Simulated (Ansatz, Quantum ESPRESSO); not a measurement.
# LiPb (Pm-3m): phonons by linear response, part 3 of 3

Aim: the phonon dispersion of LiPb (Pm-3m), checked by a second program.

Quantum ESPRESSO 7.5; DFT LDA, scalar-relativistic, plane waves, PseudoDojo norm-conserving pseudopotentials.

So far. Step 7 (Linear response on the mesh): The acoustic modes at Γ come out as far as 0.6 cm⁻¹ from zero, where they should vanish, a small numerical error. The relaxed cell has a = 3.454 Å (conventional setting).

The database entry behind the starting cell is an old determination (1941), so it need not match the best structure at ambient conditions.

## Step 9: Interpolated phonon bands

From the force constants any wavevector is cheap; points of the mesh come back as solved, but for the sum rule and, in polar crystals, the LO-TO term at Γ; the rest is interpolation.

Contents of matdyn.in:

```
 &input
    asr='crystal',
    flfrc='x.fc',
    flfrq='x.freq',
    flvec='x.modes',
    q_in_band_form=.true.,
    q_in_cryst_coord=.true.,
 /
8
  0.0000000   0.0000000   0.0000000  12  ! GAMMA
  0.0000000   0.5000000   0.0000000  12  ! X
  0.5000000   0.5000000   0.0000000  12  ! M
  0.0000000   0.0000000   0.0000000  12  ! GAMMA
  0.5000000   0.5000000   0.5000000  12  ! R
  0.0000000   0.5000000   0.0000000   1  ! X
  0.5000000   0.5000000   0.5000000  12  ! R
  0.5000000   0.5000000   0.0000000   1  ! M
```

The run is started by

```console
matdyn.x -in matdyn.in > matdyn.out
```

Numbers of over 12 decimals in the logs are rounded to 6 here.

The program printed:

```text
[banner, memory and clock lines left out]
Program MATDYN v.7.5

 mass for atomic type   1 not given; uses mass from file x.fc
 mass for atomic type   2 not given; uses mass from file x.fc
 Norm of the difference between old and new effective charges:    0.000000

 Norm of the difference between old and new force-constants:   7.14385e-06

     Message from routine matdyn:
     Z* not found in file x.fc, TO-LO splitting at q=0 will be absent!
     Message from routine matdyn:
     Z* not found in file x.fc, TO-LO splitting at q=0 will be absent!

Note: The following floating-point exceptions are signalling: IEEE_UNDERFLOW_FLAG
```

Wall time 0.48 s (1 thread of Arm Neoverse V1, shared host).

Read from the output:

```yaml
lowest_frequency_on_the_path: -21.24 cm⁻¹
```

Matdyn.x, sum rule crystal. Phonon branches along the path, in cm⁻¹:

| point | branch 1 | branch 2 | branch 3 | branch 4 | branch 5 | branch 6 |
| --- | --- | --- | --- | --- | --- | --- |
| Γ | 0 | 0 | 0 | 259 | 259 | 259 |
| halfway | 33 | 33 | 47 | 253 | 253 | 257 |
| X | 48 | 48 | 67 | 246 | 246 | 256 |
| halfway | 43 | 52 | 53 | 258 | 266 | 271 |
| M | 41 | 41 | 56 | 269 | 285 | 285 |
| halfway | 23 | 44 | 59 | 255 | 259 | 265 |
| Γ | 0 | 0 | 0 | 259 | 259 | 259 |
| halfway | 39 | 39 | 47 | 259 | 260 | 260 |
| R | -16 | -16 | -16 | 227 | 227 | 227 |
| halfway | 24 | 39 | 52 | 256 | 260 | 264 |
| X | 48 | 48 | 67 | 246 | 246 | 256 |
| jump to R | -16 | -16 | -16 | 227 | 227 | 227 |
| halfway | 19 | 19 | 38 | 249 | 258 | 258 |
| M | 41 | 41 | 56 | 269 | 285 | 285 |

The phonon branches as a text plot (rows in cm⁻¹):

```
    278 |           ********                                   **
    265 |         *************        **          *****      ***
    253 |***********        ****************      ********  ***
    240 |      **                          ***  **       * **
    227 |                                     ***         **
    215 |
    202 |
    189 |
    176 |
    164 |
    151 |
    138 |
    125 |
    113 |
    100 |
     87 |
     74 |
     62 |     ******  **** ***                         ***      *
     49 |   **********   **** *      ****          *******    **
     36 |  ***      ******** ***    *  ****      ******     *****
     23 |  *                ** **  * **   ****  * * *        *
     11 |**                   **** **            * *       **
     -2 |                        **
    -15 |                                  ********       **
         Γ      X      M          Γ            R        X|R     M
```

Lowest modes at the softest wavevector of the mesh; phase exp(i q.(R + tau)). The modes at q = (0.500, 0.500, 0.500) (shares of kinetic energy by element, %) (negative means imaginary):

| mode | frequency (cm⁻¹) | Li % | Pb % |
| --- | --- | --- | --- |
| 1 | -15.8 | 0 | 100 |
| 2 | -15.8 | 0 | 100 |
| 3 | -15.8 | 0 | 100 |
| 4 | 226.7 | 100 | 0 |
| 5 | 226.7 | 100 | 0 |
| 6 | 226.7 | 100 | 0 |

Displacements in mode 3 (-15.8 cm⁻¹), the largest set to 1, in the home cell (x, y, z of the real part, then of the imaginary part):
```
Li1  0.00  0.00  0.00  0.00  0.00  0.00
Pb2  0.24 -0.72  0.97  0.02 -0.32 -0.24
```

Displacements in mode 6 (226.7 cm⁻¹), the largest set to 1, in the home cell (x, y, z of the real part, then of the imaginary part):
```
Li1  0.00  0.59 -0.90  0.00 -0.67 -0.44
Pb2  0.00  0.00  0.00  0.00  0.00  0.00
```

Force constants by pair (phonopy on the run's constants); pairs near half the supercell's span include their periodic images. Pair force constants, by row:

| atom | neighbour | distance (Å) | third of the trace (eV/Å²) | along the pair's line (eV/Å²) |
| --- | --- | --- | --- | --- |
| Li1 | itself | 0 | 1.689 | – |
| Li1 | Pb | 2.992 | -0.2066 | -0.7882 |
| Li1 | Li | 3.454 | -6.00e-4 | -0.0417 |
| Li1 | Li | 4.885 | -0.0689 | -0.0686 |
| Li1 | Li | 5.983 | 0.172 | 0.172 |
| Pb2 | itself | 0 | 2.372 | – |
| Pb2 | Li | 2.992 | -0.2066 | -0.7882 |
| Pb2 | Pb | 3.454 | 0.078 | -0.4654 |
| Pb2 | Pb | 4.885 | -0.5472 | -0.5422 |
| Pb2 | Pb | 5.983 | 0.6878 | 0.6878 |

Mode patterns, pair constants, displacements and means over the zone were worked out by phonopy from the force constants of q2r.x.

The path dips to 21i cm⁻¹.

## Step 10: Sums over the zone

Sums over the zone need many more wavevectors than were solved, so the interpolation is sampled on a dense mesh.

Contents of matdyn.in:

```
 &input
    asr='crystal',
    flfrc='x.fc',
    dos=.true.,
    fldos='x.dos',
    nk1=13,
    nk2=13,
    nk3=13,
    deltaE=0.3,
    la2F=.true.,
 /
```

The run is started by

```console
matdyn.x -in matdyn.in > matdyn.out
```

The program printed:

```text
[banner, memory and clock lines left out]
Program MATDYN v.7.5

 mass for atomic type   1 not given; uses mass from file x.fc
 mass for atomic type   2 not given; uses mass from file x.fc
 Norm of the difference between old and new effective charges:    0.000000

 Norm of the difference between old and new force-constants:   7.14385e-06

     Message from routine matdyn:
     Z* not found in file x.fc, TO-LO splitting at q=0 will be absent!
 Norm of the difference between old and new effective charges:    0.000000

 Norm of the difference between old and new force-constants:   0.000729865

 Norm of the difference between old and new effective charges:    0.000000

 Norm of the difference between old and new force-constants:   0.000591569

 Norm of the difference between old and new effective charges:    0.000000

 Norm of the difference between old and new force-constants:   0.000980771

 Norm of the difference between old and new effective charges:    0.000000

 Norm of the difference between old and new force-constants:   0.00121076

 Norm of the difference between old and new effective charges:    0.000000

 Norm of the difference between old and new force-constants:   0.00125815

 Norm of the difference between old and new effective charges:    0.000000

 Norm of the difference between old and new force-constants:   0.00123238

 Norm of the difference between old and new effective charges:    0.000000

 Norm of the difference between old and new force-constants:   0.00121042

 Norm of the difference between old and new effective charges:    0.000000

 Norm of the difference between old and new force-constants:   0.00121246

 Norm of the difference between old and new effective charges:    0.000000

 Norm of the difference between old and new force-constants:   0.00123068

 Norm of the difference between old and new effective charges:    0.000000

 Norm of the difference between old and new force-constants:   0.00125325

Note: The following floating-point exceptions are signalling: IEEE_UNDERFLOW_FLAG
```

Elapsed: 34 s, on 1 thread.

Read from the output:

```
share of modes beyond 3i cm⁻¹ on the dense interpolated mesh : 0.009
```

The phonon density of states has structure finer than the step of the table below, so its rows give means over 10 cm⁻¹, whole bins alone (the curve runs from -18.4 to 284 cm⁻¹). Peaks (cm⁻¹: height): total 53.5: 0.113, 256.9: 0.218; Li 256.9: 0.216; Pb 31.9: 0.0839, 50.0: 0.101, 53.5: 0.112.

Tetrahedra. Table of phonon density of states by wavenumber; means over each step; values in 1/cm⁻¹/cell:

| wavenumber (cm⁻¹) | total | Li | Pb |
| --- | --- | --- | --- |
| -10 | 0.00316 | 6.4e-5 | 0.00309 |
| 0 | 0.00314 | 7.1e-5 | 0.00307 |
| 10 | 0.00695 | 1.9e-4 | 0.00677 |
| 20 | 0.0209 | 6.3e-4 | 0.0202 |
| 30 | 0.0629 | 0.00197 | 0.0609 |
| 40 | 0.0736 | 0.00174 | 0.0719 |
| 50 | 0.0918 | 8.1e-4 | 0.0910 |
| 60 | 0.0363 | 3.0e-4 | 0.0361 |
| 70 | 4.4e-4 | 1.7e-6 | 4.4e-4 |
| 80 | 0 | 0 | 0 |
| 90 | 0 | 0 | 0 |
| 100 | 0 | 0 | 0 |
| 110 | 0 | 0 | 0 |
| 120 | 0 | 0 | 0 |
| 130 | 0 | 0 | 0 |
| 140 | 0 | 0 | 0 |
| 150 | 0 | 0 | 0 |
| 160 | 0 | 0 | 0 |
| 170 | 0 | 0 | 0 |
| 180 | 0 | 0 | 0 |
| 190 | 0 | 0 | 0 |
| 200 | 0 | 0 | 0 |
| 210 | 0 | 0 | 0 |
| 220 | 0 | 0 | 0 |
| 230 | 0.00168 | 0.00167 | 7.2e-6 |
| 240 | 0.00759 | 0.00751 | 7.6e-5 |
| 250 | 0.0594 | 0.0588 | 5.9e-4 |
| 260 | 0.163 | 0.160 | 0.00284 |
| 270 | 0.0544 | 0.0527 | 0.00172 |

## Step 11: The same in Ansatz

The same cell goes through another code at the same cutoff. The files are of one family, but Ansatz's library holds files of its own making for some heavy elements, so those for Pb may differ. Its k mesh is centred on Γ.

This step: DFT LDA, scalar-relativistic, plane waves, norm-conserving pseudopotentials of its library (PseudoDojo's, some remade) (Ansatz 0.2.0).

Contents of input.yaml:

```yaml
crystal:
  lattice:
    - [3.454325622, 0.0, 0.0]
    - [0.0, 3.454325622, 0.0]
    - [0.0, 0.0, 3.454325622]
  atoms:
    - { symbol: Li, position: [0.5, 0.5, 0.5] }
    - { symbol: Pb, position: [0.0, 0.0, 0.0] }
kpoints:
  mp_grid: { grid: [10, 10, 10] }
hamiltonian:
  xc: lda
  pseudopotentials: { kind: nc, accuracy: standard }
scf:
  occupations: { method: cold, width: 0.27211 }
output:
  eigenvalues: true
basis:
  ecutwfc: 1006.821
phonons:
  method: dfpt
  qmesh: [2, 2, 2]
  temperatures: { t_max: 1000, t_step: 50 }
  qpath:
    path:
      - [[0.0, 0.0, 0.0], [0.0, 0.5, 0.0], [0.5, 0.5, 0.0], [0.0, 0.0, 0.0], [0.5, 0.5, 0.5], [0.0, 0.5, 0.0]]
      - [[0.5, 0.5, 0.5], [0.5, 0.5, 0.0]]
    npoints: 12
```

The run is started by

```console
ansatz run input.yaml --threads 4 --pin off --max-ram 8192MiB --backend cpu --events-out ev --progress --plain --runs-dir out
```

The program printed:

```text
Warning: basis.ecutwfc = 1006.821 eV is below the records' recommended 1006.821291 eV, and the density's cutoff is lower with it unless basis.ecutrho_ratio is high enough to keep the records' density cutoff: compare with a run at a higher cutoff
Engine: ansatz 0.2.0, aarch64-unknown-linux-gnu
Pseudopotentials: kind: nc
Pseudopotential: Li, nc, valence charge 3, recommended cutoff 1006.821291 eV (normal), Li.nc.azcp (PseudoDojo's, or run here from an input of PseudoDojo's; its table is named by hamiltonian.pseudopotentials.accuracy)
Pseudopotential: Pb, nc, valence charge 14, recommended cutoff 761.918815 eV (normal), Pb.nc.azcp (PseudoDojo's, or run here from an input of PseudoDojo's; its table is named by hamiltonian.pseudopotentials.accuracy)
Functional definition: SPW92
  exchange = slater_x
  correlation = pw_c
Crystal: 2 atoms, lattice volume = 41.218 Å³
Basis set: ecut = 1006.821 eV, 2945 PW (Γ), exchange–correlation on 72×72×72 points (8 copies of the dense FFT grid, shifted against one another)
Bands: 13, of which v1, the nominal top of the filled ones, is band 9 counted from 1 (8 counted from 0)
Symmetry: 48 space group operations
k-points: 56 of 1000
Non-local potential: Li, projectors of the file, l = 0: 2, l = 1: 2
Non-local potential: Pb, projectors of the file, l = 0: 2, l = 1: 2, l = 2: 2
Initial density: superposition of atomic densities (chi_scale 0.1, normalization cell, long waves kept (reshape's long-wave potential 0.00 eV rms))
Initial wavefunctions: pseudopotential atomic-orbital guess
Functional: x = slater, c = lda
SCF iter   1: F=—  HF=-2106.451105 eV  |F-HF|=—  |Δ(HF+E_count)|=         —  Δρ=2.84e-2  dr2=4.46e-1  ethr=3.10e-3  ⟨swp⟩=5.1  Hψ=4229  notcnv=0
preconditioner: auto → none  [metal: Δε(μ)=0.136 eV  Ē_g=17.260 eV  σ=0.272 eV  W_gap=0.36  n_scr=6 (ndim 8)  ℏωp=22.4 eV  f_vac=0.000  D(μ)=0.44/eV (n_scr^D=0)  sad-step TF]
SCF iter   2: F=—  HF=-2106.307959 eV  |F-HF|=—  |Δ(HF+E_count)|=   1.43e-1  S|Δr|=    0.00e0  Δρ=1.57e-2  dr2=1.68e-1  ethr=2.63e-3  ⟨swp⟩=1.0  Hψ=1177  notcnv=0
SCF iter   3: F=—  HF=-2106.222526 eV  |F-HF|=—  |Δ(HF+E_count)|=   8.54e-2  S|Δr|=    0.00e0  Δρ=2.19e-3  dr2=4.00e-4  ethr=9.86e-4  ⟨swp⟩=2.8  Hψ=1416  notcnv=0  defer=3
SCF iter   4: F=—  HF=-2106.222458 eV  |F-HF|=—  |Δ(HF+E_count)|=   6.83e-5  S|Δr|=    0.00e0  Δρ=2.14e-4  dr2=7.05e-6  ethr=2.35e-6  ⟨swp⟩=2.5  Hψ=1413  notcnv=0  defer=11
SCF iter   5: F=—  HF=-2106.222462 eV  |F-HF|=—  |Δ(HF+E_count)|=   4.01e-6  S|Δr|=    0.00e0  Δρ=1.76e-5  dr2=5.61e-8  ethr=4.15e-8  ⟨swp⟩=2.4  Hψ=989  notcnv=0  defer=11
SCF iter   6: F=—  HF=-2106.222461 eV  |F-HF|=—  |Δ(HF+E_count)|=   4.39e-7  S|Δr|=    0.00e0  Δρ=1.17e-6  dr2=2.38e-10  ethr=3.30e-10  ⟨swp⟩=2.2  Hψ=1152  notcnv=0  defer=19
SCF iter   7: F=—  HF=-2106.222461 eV  |F-HF|=—  |Δ(HF+E_count)|=  9.32e-11  S|Δr|=    0.00e0  Δρ=2.35e-7  dr2=2.04e-11  ethr=1.00e-12  ⟨swp⟩=11.6  Hψ=5173  notcnv=0
SCF iter   8: F=-2106.222461 eV  HF=-2106.222461 eV  |F-HF|=0.00e0  |Δ(HF+E_count)|=  1.27e-11  S|Δr|=    0.00e0  Δρ=2.86e-8  dr2=4.57e-13  ethr=1.00e-12  ⟨swp⟩=5.9  Hψ=2848  notcnv=0
SCF 1 converged in 8 iterations: F = -2106.222461 eV  dr2 = 4.57e-13
phonons: the bands overlap, so this run is a metal and interpolates without the dipole-dipole term. If the crystal is really an insulator or semiconductor, its LO-TO splitting is missing
NSCF: frozen V_eff on 56 k-points
NSCF: frozen V_eff on 126 k-points
DFPT response loops at q = (0, 0, 0) (fractional): preconditioner auto → Kerker (q_TF=auto, 2.354 Å⁻¹) (partly filled bands, converged f_vac=0.000); β = 1.00, the filter's whole step (`scf.mixing.beta` (0.50) is not read by the response loops under this deck's `scf.mixing.preconditioner`; to damp them name `kerker` or `kerker_dos`, under which they read `scf.mixing.beta`, and type it under 1.00, their step now; both keys bind the ground state too); Broyden in place of MSR1
NSCF: frozen V_eff on 432 k-points
DFPT response loops at q = (0, 0, -0.5) (fractional): mixed as the last ones told, above
NSCF: frozen V_eff on 432 k-points
DFPT response loops at q = (0, -0.5, -0.5) (fractional): mixed as the last ones told, above
NSCF: frozen V_eff on 252 k-points
DFPT response loops at q = (-0.5, -0.5, -0.5) (fractional): mixed as the last ones told, above
SCF converged after 8 iterations
Stability not checked: this state was not tested for a lower state beside it, because cold or Methfessel-Paxton smearing, or corrected tetrahedra, fill the levels in a way that the test cannot read (fill_not_monotonic; see scf.lower_state_search)
Free energy (F): -2106.222461 eV
Harris-Foulkes:  -2106.222461 eV  (|F-HF|=0.00e0)
Internal energy: -2106.229087 eV  (E = F + TS)
E sigma→0 (E₀):  -2106.224670 eV
Entropy (-TS):   0.006625 eV (3.313 meV/atom)
Fermi energy:    9.068549 eV
Step filling:    the computed levels leave a gap of 0.0123 eV = 0.0 smearing widths at the electron count; against every level under it full and every level over it empty, smearing changes F+E_penalty+E_count by +1.341 meV and its σ→0 estimate by -0.867 meV
--- Per-component energies (eV) ---
  E_band       = -126.825664
  E_kinetic    = 1075.408891
  E_local      = -1152.348415  (includes V_loc(G=0)·N_el)
  E_nonlocal   = -507.553042
  E_hartree    = 412.440878
  E_xc         = -581.454054
  E_vxc        = -367.214880  (∫ρ·V_xc dr)
  E_ewald      = -1352.723345
  E_smearing   = 0.006625  (= −TS)
  E_closure    = 0.000000  (closes the sum)
  Σ components = -2106.222461   (vs F -2106.222461, Δ=0.00e0)
--- Band table (eV; the first three rows and the last of 56) ---
  k-point 0: bands = [... 5 lower, -7.5142, -1.8182, 11.4413, 11.4413, 11.4413, 15.2104, 15.8719, 15.8719]
  k-point 1: bands = [... 5 lower, -7.5134, -1.7124, 10.3440, 11.5891, 11.5891, 15.3469, 15.9599, 17.0226]
  k-point 2: bands = [... 5 lower, -7.5112, -1.4026, 8.4794, 12.0215, 12.0215, 15.3873, 16.2242, 19.3076]
  k-point 55: bands = [... 5 lower, -7.3601, 3.4677, 8.4361, 8.4361, 8.4361, 11.6613, 11.6613, 11.6613]
--- Phonons (Γ-DFPT): 2 representative perturbations + reference (Σ response iterations 6) ---
  ASR residual: 4.399e-5 → 0.000e0 eV/Å²; symmetrization residual: 1.988e-7 eV/Å²
  ASR residual per site (eV/Å²): 2.32e-7 4.40e-5
  Γ frequencies (cm⁻¹): 0.00 0.00 0.00 258.74 258.74 258.74
--- Phonons (arbitrary-q DFPT): 4 irreducible q on the 2×2×2 mesh ---
  q = [0.0000, 0.0000, 0.0000] (star 1, of the zone-centre solve; hermiticity 2.40e-7, symmetrization 7.79e-15): -0.00 -0.00 0.00 258.74 258.74 258.74
  q = [0.0000, 0.0000, -0.5000] (star 3, 4 solved perturbations in 684 linear systems a pass and spin channel, the states on 216 of 1000 k-point pairs; hermiticity 3.73e-8, symmetrization 2.01e-8, the responses' own estimated error 1.2e-5 eV/Å²): 48.30 48.30 66.56 246.12 246.12 255.57
  q = [0.0000, -0.5000, -0.5000] (star 3, 4 solved perturbations in 684 linear systems a pass and spin channel, the states on 216 of 1000 k-point pairs; hermiticity 2.20e-7, symmetrization 4.25e-11, the responses' own estimated error 1.2e-5 eV/Å²): 40.92 40.92 56.39 269.08 284.62 284.62
  q = [-0.5000, -0.5000, -0.5000] (star 1, 2 solved perturbations on 126 of 1000 k-point pairs; hermiticity 2.38e-10, symmetrization 1.19e-10, the responses' own estimated error 1.2e-5 eV/Å²): -15.82 -15.82 -15.82 226.80 226.80 226.80
  sum rule: each row above includes the acoustic sum rule's correction from the zone centre's row sums; it moved no ω² by more than (0.24 cm⁻¹)²
  mesh force constants: q→R imaginary residual 3.00e-17; ASR residual 4.399e-5 → 0.000e0 eV/Å²; symmetrization residual 2.665e-15 eV/Å²
  interpolated dispersion: 74 rows × 6 modes
  density of states and harmonic sums: on the 18×18×18 q-mesh, interpolated from the force constants of a 2×2×2 supercell (no non-analytic term)
  largest difference from the sums on the solved wave vectors: F 2.17e-1 eV, S 2.75e-4 and C_V 6.00e-5 eV/K
  zero-point energy: 0.055787 eV/cell   skipped modes (ω ≤ 0): 30, of them read as no rigid motion or as one in doubt: 27 (6.602e-2 modes/cell left out, lowest -19.99 cm⁻¹)   left out of the sums: 1.11e-2 of the cell's modes: C_V's classical limit lies that fraction below 3 k_B per atom; for a crystal, a wire or a layer, F and S can be off by more, and a phonons.interpolated_qmesh denser along its periods is the remedy for the sampling
```

Elapsed: 49 s, on 4 threads; peak memory 1.1 GiB.

Read from the output:

* sum-rule residual before enforcement: 4.40e-5 eV/Å²
* share of modes beyond 3i cm⁻¹ on the dense interpolated mesh: 0.01
* lowest mode on the q mesh (acoustic ones at the zone centre apart): -15.82 cm⁻¹

## Step 12: The two compared: QE PseudoDojo and Ansatz, library NC

Numbers from this step:

```yaml
root_mean_square_difference: 0.04 cm⁻¹
largest_difference: 0.07 cm⁻¹
root_mean_square_difference_on_the_path: 0.1 cm⁻¹
largest_difference_on_the_path: 0.1 cm⁻¹
```

The interpolated bands of the two lie on top of each other.

At the solved wavevectors the largest difference (acoustic modes at Γ apart) is 0.02 % of the highest mode.

## Step 13: Summary of results

| Property | Result |
| --- | --- |
| space group after relaxation | Pm-3m |
| volume per atom | 20.6 Å³ |
| highest optical zone-centre mode (no LO-TO term) | 258.7 cm⁻¹ |
| q mesh | 2×2×2 |
| lowest mode on the q mesh (acoustic ones at the zone centre apart) | -15.8 cm⁻¹ |
| imaginary modes on the q mesh | yes |
| largest difference from Ansatz, library NC | 0.07 cm⁻¹ |

In words: LiPb (Pm-3m) is unstable: a mode solved on the 2×2×2 mesh is imaginary, 16i cm⁻¹; its spectrum reaches 285 cm⁻¹. At the LDA level the optical modes of LiPb (Pm-3m) at the zone centre lie at 259 cm⁻¹. The most unstable solved mode lies at q = (-0.5, -0.5, -0.5), on the zone boundary, so the distortion that it points to doubles the cell. QE PseudoDojo and Ansatz, library NC agree to 0.07 cm⁻¹ (0.02 % of the highest mode compared) on all solved modes but the acoustic ones at Γ, without the LO-TO term. These are harmonic frequencies at zero temperature: anharmonic shifts and linewidths and thermal expansion are left out. Spin-orbit coupling is left out, which can matter for the heavy elements here. In a metal the frequencies hang on the k mesh and the smearing, most of all near Kohn anomalies. The runs are without spin polarisation, although the cell has an odd electron count or an open d or f shell, so a magnetic state was not tested. The λ that matdyn.x prints is not taken as a result: Ansatz's value on the same meshes differs by more than 30 %. The q mesh stands for a supercell only 6.9 Å across, so branches between the solved wavevectors are rough.

[Host names and launcher messages were left out of these logs when they were recorded.]

[Logs are printed without paths, hosts, clocks, repeated set-up lines and the standing remarks that a program may print on its own settings, such as how far it seeks lower states.]

[Hosts, paths, dates, database ids (printed as entryN), source tags and the programs' standing remarks are cut or masked in the printed files.]
